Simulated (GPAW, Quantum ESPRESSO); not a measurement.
Consider As (R-3m).

```xyz
2
Lattice="1.8808 1.0859 3.5141 -1.8808 1.0859 3.5141 0.0000 -2.1718 3.5141" Properties=species:S:1:pos:R:3 pbc="T T T"
As    0.0000    0.0000    2.3825
As    0.0000    0.0000    8.1597
```

Absorber: atom 1, with 3 As at 2.51 Å (pyramidal, site symmetry 3m). Method: Quantum ESPRESSO XSpectra, PBE, excited-electron core hole (neutral cell), 8-atom cell with 5.6 Å between holes, 4×4×4 k points, dipole transitions, Lorentzian half width 1.07 eV up to 4 eV, rising linearly to 1.75 eV at 25 eV (not a setting of the program: the run's 0.4 eV curve was folded afterwards with a further Lorentzian).

The database entry behind the starting cell differs from later determinations by our own check (old inner coordinate), so it need not match the best structure at ambient conditions.

Question: Where do the maxima of the As K edge fall?

Main maxima up to 30 eV above the zero (height): 1.5 eV (1.87), 11.4 eV (0.97) and 16.6 eV (0.87). A K edge sees empty p states on the absorber. 

The As K spectrum (energy from the energy zero of the input (xe0, at the border of filled and empty states); intensity scaled to a mean of 1 over the first 20 eV; folded afterwards to Lorentzian half width 1.07 eV up to 4 eV, rising linearly to 1.75 eV at 25 eV; the points at xe0, where the cut of filled states can leave a spike, are interpolated; polarised curves are means over the symmetry-equivalent atoms):

```csv
E (eV),isotropic,ε ⊥ c,ε ∥ c
-2.0,0.30,0.31,0.29
-1.5,0.40,0.41,0.39
-1.0,0.55,0.56,0.54
-0.5,0.80,0.81,0.79
0.0,1.15,1.16,1.14
0.5,1.51,1.51,1.52
1.0,1.78,1.79,1.76
1.5,1.86,1.90,1.78
2.0,1.81,1.90,1.63
2.5,1.71,1.84,1.46
3.0,1.55,1.66,1.34
3.5,1.36,1.41,1.26
4.0,1.23,1.23,1.22
4.5,1.14,1.12,1.20
5.0,1.05,1.01,1.15
5.5,0.94,0.90,1.02
6.0,0.83,0.82,0.84
6.5,0.75,0.77,0.70
7.0,0.69,0.73,0.61
7.5,0.66,0.70,0.56
8.0,0.64,0.69,0.55
8.5,0.65,0.70,0.56
9.0,0.69,0.74,0.60
9.5,0.76,0.81,0.67
10.0,0.84,0.89,0.75
10.5,0.91,0.94,0.84
11.0,0.95,0.97,0.91
11.5,0.97,0.98,0.95
12.0,0.95,0.96,0.93
12.5,0.91,0.92,0.89
13.0,0.86,0.87,0.85
13.5,0.82,0.82,0.82
14.0,0.80,0.79,0.82
14.5,0.81,0.78,0.86
15.0,0.83,0.79,0.91
15.5,0.86,0.81,0.95
16.0,0.87,0.83,0.96
16.5,0.87,0.84,0.94
17.0,0.87,0.84,0.92
17.5,0.86,0.84,0.90
18.0,0.84,0.82,0.88
18.5,0.83,0.81,0.87
19.0,0.83,0.81,0.86
19.5,0.83,0.82,0.84
20.0,0.83,0.83,0.83
20.5,0.83,0.83,0.82
21.0,0.83,0.83,0.83
21.5,0.83,0.82,0.84
22.0,0.84,0.83,0.85
22.5,0.84,0.84,0.86
23.0,0.85,0.85,0.86
23.5,0.86,0.86,0.86
24.0,0.85,0.85,0.86
24.5,0.84,0.83,0.86
25.0,0.83,0.82,0.85
25.5,0.82,0.81,0.85
26.0,0.81,0.79,0.84
26.5,0.80,0.78,0.83
27.0,0.79,0.77,0.81
27.5,0.79,0.78,0.81
28.0,0.80,0.79,0.82
28.5,0.82,0.81,0.84
29.0,0.84,0.83,0.86
29.5,0.86,0.85,0.88
30.0,0.88,0.87,0.90
30.5,0.89,0.89,0.91
31.0,0.89,0.89,0.91
31.5,0.88,0.87,0.90
32.0,0.86,0.85,0.87
```

The unit cell's mesh shows no gap over 0.35 eV. That is right for a metallic compound; for a small-gap or correlated insulator it would be the fault of the functional or of the assumed magnetic order, and the hole would be screened too well. The holes are only 5.6 Å apart, so the shape is probably not converged with cell size; no larger cell was run here. Lifetime broadening is put in by hand, and intensities beyond about 20 eV depend on it and on the partial waves. The structure is a published determination, not relaxed.

[Banner, clock and machine lines of the logs are left out without a mark of their own.]

[Logs are printed without paths, hosts, clocks, repeated set-up lines and the standing remarks that a program may print on its own settings, such as how far it seeks lower states.]

[Hosts, paths, dates, database ids (printed as entryN), source tags and the programs' standing remarks are cut or masked in the printed files.]

[Lists of maxima count a maximum above −3 eV only where it reaches 4 % of the highest in the window and stands out from its surroundings by 2 % of it (1.5 % where it reaches 55 %); shoulders and weaker maxima are passed over, and of the rest the first, up to two pre-edge ones and the few strongest are named.]
